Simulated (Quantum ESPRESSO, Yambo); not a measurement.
# Quasiparticle gap of BaAlGeH (P3m1) in Yambo, part 2 of 3

Wanted: ground state, empty states, screening and self-energy for BaAlGeH (P3m1).

Quantum ESPRESSO 7.5 and Yambo 5.3.0; PBEsol and many-body steps on it, plane waves. Known limits of the many-body steps: not at the basis limit; exchange with frozen shells missing; coarse k mesh.

So far. Step 2 (Ground state): The gap is indirect, with the least direct gap 0.54 eV higher. Step 3 (Bands along the symmetry lines): The gap is 0.701 eV, −0.054 eV from the run before at this level.

**4. Empty states on the mesh, 3×3×4 mesh, 162 bands**

Level of this step: DFT, PBEsol with spin-orbit coupling, plane waves, norm-conserving pseudopotentials (Quantum ESPRESSO).

The sums over transitions need many empty states on a uniform mesh; this step solves for them.

pw.in reads:

```
&control
  calculation = 'nscf'
  prefix = 'x'
  outdir = 'o'
  pseudo_dir = 'pseudo'
/
&system
  ibrav = 0
  nat = 4
  ntyp = 4
  ecutwfc = 70.0
  nbnd = 162
  force_symmorphic = .true.
  noncolin = .true.
  lspinorb = .true.
/
&electrons
  conv_thr = 1e-9
  electron_maxstep = 80
  diago_full_acc = .true.
  diago_thr_init = 5e-6
/
ATOMIC_SPECIES
  Ba 137.33 Ba.upf
  Al 26.982 Al.upf
  Ge 72.63 Ge.upf
  H 1.008 H.upf
CELL_PARAMETERS angstrom
  4.3448400000 -0.0000000000 0.0000000000
  -2.1724200000 3.7627418154 0.0000000000
  0.0000000000 0.0000000000 5.2160600000
ATOMIC_POSITIONS crystal
  Ba 0.0000000000 0.0000000000 0.0000000000
  Al 0.6666666667 0.3333333333 0.5395000000
  Ge 0.3333333333 0.6666666667 0.4551000000
  H 0.6666666667 0.3333333333 0.8703000000
K_POINTS automatic
  3 3 4 0 0 0
```

Launch:

```
$ OMP_NUM_THREADS=1 mpirun -n 4 pw.x -nk 4 -in pw.in > pw.out
```

Output:

```text
[banner, memory and clock lines left out]
Program PWSCF v.7.5 starts

     Atomic positions and unit cell read from directory:
     o/x.save/

     Message from routine setup:
     using ibrav=0 with symmetry is DISCOURAGED, use correct ibrav instead

     G-vector sticks info

     bravais-lattice index     =            0
     lattice parameter (alat)  =       8.2106  a.u.
     unit-cell volume          =     575.4630 (a.u.)^3
     number of atoms/cell      =            4
     number of atomic types    =            4
     number of electrons       =        28.00
     number of Kohn-Sham states=          162
     kinetic-energy cutoff     =      70.0000  Ry
     charge density cutoff     =     280.0000  Ry
     Exchange-correlation= PBESOL
                           (   1   4  10   8   0   0   0)
     Non magnetic calculation with spin-orbit

     celldm(1)=   8.210558  celldm(2)=   0.000000  celldm(3)=   0.000000
     celldm(4)=   0.000000  celldm(5)=   0.000000  celldm(6)=   0.000000

     crystal axes: (cart. coord. in units of alat)
               a(1) = (   1.000000  -0.000000   0.000000 )
               a(2) = (  -0.500000   0.866025   0.000000 )
               a(3) = (   0.000000   0.000000   1.200518 )

     reciprocal axes: (cart. coord. in units 2 pi/alat)
               b(1) = (  1.000000  0.577350 -0.000000 )
               b(2) = (  0.000000  1.154701 -0.000000 )
               b(3) = ( -0.000000 -0.000000  0.832974 )
     Pseudo is Norm-conserving + core correction, Zval = 10.0
     Generated using ONCVPSP code by D. R. Hamann
     Using radial grid of 1936 points, 10 beta functions with:
     Pseudo is Norm-conserving + core correction, Zval =  3.0
     Generated using ONCVPSP code by D. R. Hamann
     Using radial grid of 1876 points, 10 beta functions with:
     Pseudo is Norm-conserving + core correction, Zval = 14.0
     Generated using ONCVPSP code by D. R. Hamann
     Using radial grid of 1560 points, 10 beta functions with:
     Pseudo is Norm-conserving, Zval =  1.0
     Generated using ONCVPSP code by D. R. Hamann
     Using radial grid of 1180 points,  4 beta functions with:
     Ba               10.00   137.33000     Ba( 1.00)
     Al                3.00    26.98200     Al( 1.00)
     Ge               14.00    72.63000     Ge( 1.00)
     H                 1.00     1.00800     H ( 1.00)

      6 Sym. Ops. (no inversion) found

   Cartesian axes

     site n.     atom                  positions (alat units)
         1        Ba     tau(   1) = (   0.0000000   0.0000000   0.0000000  )
         2        Al     tau(   2) = (   0.5000000   0.2886751   0.6476796  )
         3        Ge     tau(   3) = (  -0.0000000   0.5773503   0.5463559  )
         4        H      tau(   4) = (   0.5000000   0.2886751   1.0448111  )

     number of k points=    10
                       cart. coord. in units 2pi/alat
        k(    1) = (   0.0000000   0.0000000   0.0000000), wk =   0.0277778
        k(    2) = (   0.0000000   0.0000000   0.2082434), wk =   0.0555556
        k(    3) = (   0.0000000   0.0000000  -0.4164868), wk =   0.0277778
[...]
k(    9) = (   0.3333333   0.5773503  -0.4164868), wk =   0.0555556
        k(   10) = (   0.0000000  -0.3849002   0.2082434), wk =   0.1666667

     Dense  grid:    45473 G-vectors     FFT dimensions: (  45,  45,  54)

     The potential is recalculated from file :
     o/x.save/charge-density

     Starting wfcs are   38 randomized atomic wfcs +  124 random wfcs

     Band Structure Calculation

     End of band structure calculation

          k = 0.0000 0.0000 0.0000 (  5655 PWs)   bands (ev):

   -19.3793 -19.3793 -15.8232 -15.8232 -15.7694 -15.7694 -15.2515 -15.2515
   -15.2010 -15.2010 -15.1828 -15.1828  -5.9588  -5.9588  -4.0380  -4.0380
    -3.7684  -3.7684  -1.3954  -1.3954   3.6091   3.6091   7.0830   7.0830
[...]
[... 9 further rows ...]
[...]
48.8267  48.8304

          k = 0.0000 0.0000 0.2082 (  5654 PWs)   bands (ev):

[...]
[... 9 further rows ...]
[...]
47.7272  47.7272

          k = 0.0000 0.0000-0.4165 (  5678 PWs)   bands (ev):

[...]
27.7683  27.7683  27.8932  27.8932  28.2243  28.2243  28.5690  28.5690
     [... 9 further rows ...]
    44.6804  44.6804  45.3549  45.3549  45.3557  45.3557  45.3844  45.3844
    45.7929  45.7930

          k = 0.0000 0.3849 0.0000 (  5697 PWs)   bands (ev):

     [... further k-points ...]

     highest occupied, lowest unoccupied level (ev):     7.8948    8.7863

     XML data file, pseudopotentials, collected wavefunctions
```

It took 70 s on 4 MPI ranks of Arm Neoverse V1, shared host; peak memory 0.88 GiB.

Numbers from this step:

```yaml
gap: 0.8916 eV
k_of_the_valence_top: 0, 0, -0.5
k_of_the_conduction_bottom: 0, -0.3333, 0.25
least_direct_gap: 1.293 eV
k_points_computed: 10
lowest_point_of_the_top_converged_band_above_the_valence_top: 37.90 eV
```

On this mesh the gap is 0.892 eV. The earlier step found 0.755 eV, so this mesh misses an edge.

**5. Conversion and set-up**

This step: Yambo 5.3.0; conversion and set-up on PBEsol with spin-orbit coupling, plane waves, norm-conserving pseudopotentials.

The states are converted to the many-body program's format and the q mesh is built.

Launch:

```
$ (cd o/x.save; p2y > p2y.log; mv SAVE ../..); yambo > setup.log
```

Output:

```text
 Yambo, version 5.3.0

 [02] CORE Variables Setup
 =========================

  [02.01] Unit cells
  ==================

  Cell kind             :  HCP
  Atoms in the cell     :  Ba  Al  Ge  H
  number of Ba atoms    :  1
  number of Al atoms    :  1
  number of Ge atoms    :  1
  number of H  atoms    :  1

  List of atomic masses
  Mass of Ba    :  137.3300
  Mass of Al    :  26.98200
  Mass of Ge    :  72.63000
  Mass of H     :  1.008000

  List of atomic coordinates    : [cc]
  Ba1       :  0.000000  0.000000  0.000000  order 1
  Al1       :  4.105279  2.370184  5.317811  order 2
  Ge1       : -0.41053E-09   4.7404       4.4859      order 3
  H1       :  4.105279  2.370184  8.578482  order 4

  Alat factors          :  8.210558  7.110552  9.856925 [a.u.]
  Direct lattice volume :  575.4630 [a.u.]
  Direct lattice vectors:  A[ 1 ]  A[ 2 ]  A[ 3 ]
   A[ 1 ]:  1.000000 -0.000000  0.000000  [iru]
   8.210558 -0.000000  0.000000  [cc]
   A[ 2 ]: -0.500000  1.000000  0.000000  [iru]
  -4.105279  7.110552  0.000000  [cc]
   A[ 3 ]:  0.000000  0.000000  1.000000  [iru]
   0.000000  0.000000  9.856925  [cc]

  Recip. lattice volume :  0.431045 [a.u.]
  Recip. lattice vectors:  B[ 1 ]  B[ 2 ]  B[ 3 ]
   B[ 1 ]:  1.000000  0.500000  0.000000  [iku]
   0.765257  0.441821 -0.000000  [cc]
   B[ 2 ]:  0.000000  1.000000  0.000000  [iku]
   0.000000  0.883642 -0.000000  [cc]
   B[ 3 ]:  0.000000  0.000000  1.000000  [iku]
  -0.000000 -0.000000  0.637439  [cc]

  [02.02] Symmetries
  ==================

  Inversion symmetry    : yes
  Spatial inversion     : no
  Inversion index       :   7
  K-space Time-reversal : yes
  Magnetic symmetries   : no
  Time-reversal derived K-space symmetries:   7  12
  Group table correct   : yes
  Symmetries units      :  [cc]

   [S  1]:   1.0000       0.0000       0.0000     -0.12996E-16   1.0000       0.0000       0.0000       0.0000       1.0000
   [S  2]: -0.500000  0.866025  0.000000 -0.866025 -0.500000  0.000000  0.000000  0.000000  1.000000
   [S  3]: -0.500000 -0.866025  0.000000  0.866025 -0.500000  0.000000  0.000000  0.000000  1.000000
   [S  4]:  -1.0000       0.0000       0.0000      0.12996E-16   1.0000       0.0000       0.0000       0.0000       1.0000
   [S  5]:  0.500000  0.866025  0.000000  0.866025 -0.500000  0.000000  0.000000  0.000000  1.000000
   [S  6]:  0.500000 -0.866025  0.000000 -0.866025 -0.500000  0.000000  0.000000  0.000000  1.000000
   [S* 7]:  -1.0000      -0.0000      -0.0000      0.12996E-16  -1.0000      -0.0000      -0.0000      -0.0000      -1.0000
   [S* 8]:  0.500000 -0.866025 -0.000000  0.866025  0.500000 -0.000000 -0.000000 -0.000000 -1.000000
   [S* 9]:  0.500000  0.866025 -0.000000 -0.866025  0.500000 -0.000000 -0.000000 -0.000000 -1.000000
   [S*10]:   1.0000      -0.0000      -0.0000     -0.12996E-16  -1.0000      -0.0000      -0.0000      -0.0000      -1.0000
[...]
Grid dimensions      :   4   3   3
  K lattice UC volume  :  0.011973 [a.u.]

  IBZ K-points                                      :  10
  BZ  K-points                                      :   36

  K/Q-points units:
  rlu = crystal or reduced units; cc = cartesian coordinates; iku = interal k-units

  K [ 1]         [rlu]:  0.000000  0.000000  0.000000
         WF components:   5655
  K [ 2]         [rlu]:  0.000000  0.000000  0.250000
         WF components:   5654
  K [ 3]         [rlu]:  0.000000  0.000000 -0.500000
         WF components:   5678
[...]
K [ 8]         [rlu]:  0.333333  0.333333  0.250000
[...]
K [ 9]         [rlu]:  0.333333  0.333333 -0.500000
         WF components:   5718
  K [10]         [rlu]:  0.000000 -0.333333  0.250000
         WF components:   5698

  [02.05] Energies & Occupations
  ==============================

  [X] === General ===
  [X] Electronic Temperature                        :  0.000000  0.000000 [eV K]
  [X] Bosonic    Temperature                        :  0.000000  0.000000 [eV K]
  [X] Finite Temperature mode                       : no
  [X] El. density                                   :  0.32835E+24 [cm-3]
  [X] Fermi Level                                   :  7.894789 [eV]

  [X] === Gaps and Widths ===
  [X] Conduction Band Min                           :  0.891553 [eV]
  [X] Valence Band Max                              :  0.000000 [eV]
  [X] Filled Bands                                  :  28
  [X] Empty Bands                                   :   29  162
  [X] Direct Gap                                    :  1.293411 [eV]
  [X] Direct Gap localized at k                     :  10
  [X] Indirect Gap                                  :  0.891553 [eV]
  [X] Indirect Gap between kpts                     :   3  10
  [X] Last valence band width                       :  0.947096 [eV]
  [X] 1st conduction band width                     :  2.220159 [eV]

  E @ K [ 1]:  [eV]
  -27.27412 -27.27412 -23.71800 -23.71800 -23.66423 -23.66423 -23.14631 -23.14631
[...]
occ @ K [ 1]
[...]
E @ K [ 2]:  [eV]
[...]
occ @ K [ 2]
[...]
E @ K [ 3]:  [eV]
[...]
occ @ K [ 3]
[...]
E @ K [ 8]:  [eV]
[...]
occ @ K [ 8]
[...]
E @ K [ 9]:  [eV]
[...]
occ @ K [ 9]
[...]
E @ K [10]:  [eV]
[...]
occ @ K [10]
[...]
0.000000  0.000000  0.000000  0.000000  0.000000  0.000000  0.000000  0.000000
   0.000000  0.000000  0.000000  0.000000  0.000000  0.000000  0.000000  0.000000

 [03] Transferred momenta grid and indexing
 ==========================================

 IBZ Q-points                                      :  10
 BZ  Q-points                                      :   36

 K/Q-points units:
 rlu = crystal or reduced units; cc = cartesian coordinates; iku = interal k-units

 Q [ 1]         [rlu]:  0.000000  0.000000  0.000000
 Q [ 2]         [rlu]:  0.000000  0.000000  0.250000
 Q [ 3]         [rlu]:  0.000000  0.000000 -0.500000
[...]
Q [ 8]         [rlu]:  0.333333  0.333333  0.250000
 Q [ 9]         [rlu]:  0.333333  0.333333 -0.500000
 Q [10]         [rlu]:  0.50022E-17 -0.33333      0.25000

  [03.01] X indexes
  =================

   [03.01.01] Sigma indexes
   ========================

 [06] Game Over & Game summary
```

The job ended after 4.5 s (1 MPI rank; peak memory 0.24 GiB).

(Part 2 of 3 ends here.)

[Paths, hosts, dates, memory and timing lines, banners, echoed tables and standing remarks are left out of the program output.]

[Logs are printed without paths, hosts, clocks, repeated set-up lines and the standing remarks that a program may print on its own settings, such as how far it seeks lower states.]

[Runs of the session that timed out or met a known fault of the program may be left out.]

[Hosts, paths, dates, database ids (printed as entryN), source tags and the programs' standing remarks are cut or masked in the printed files.]
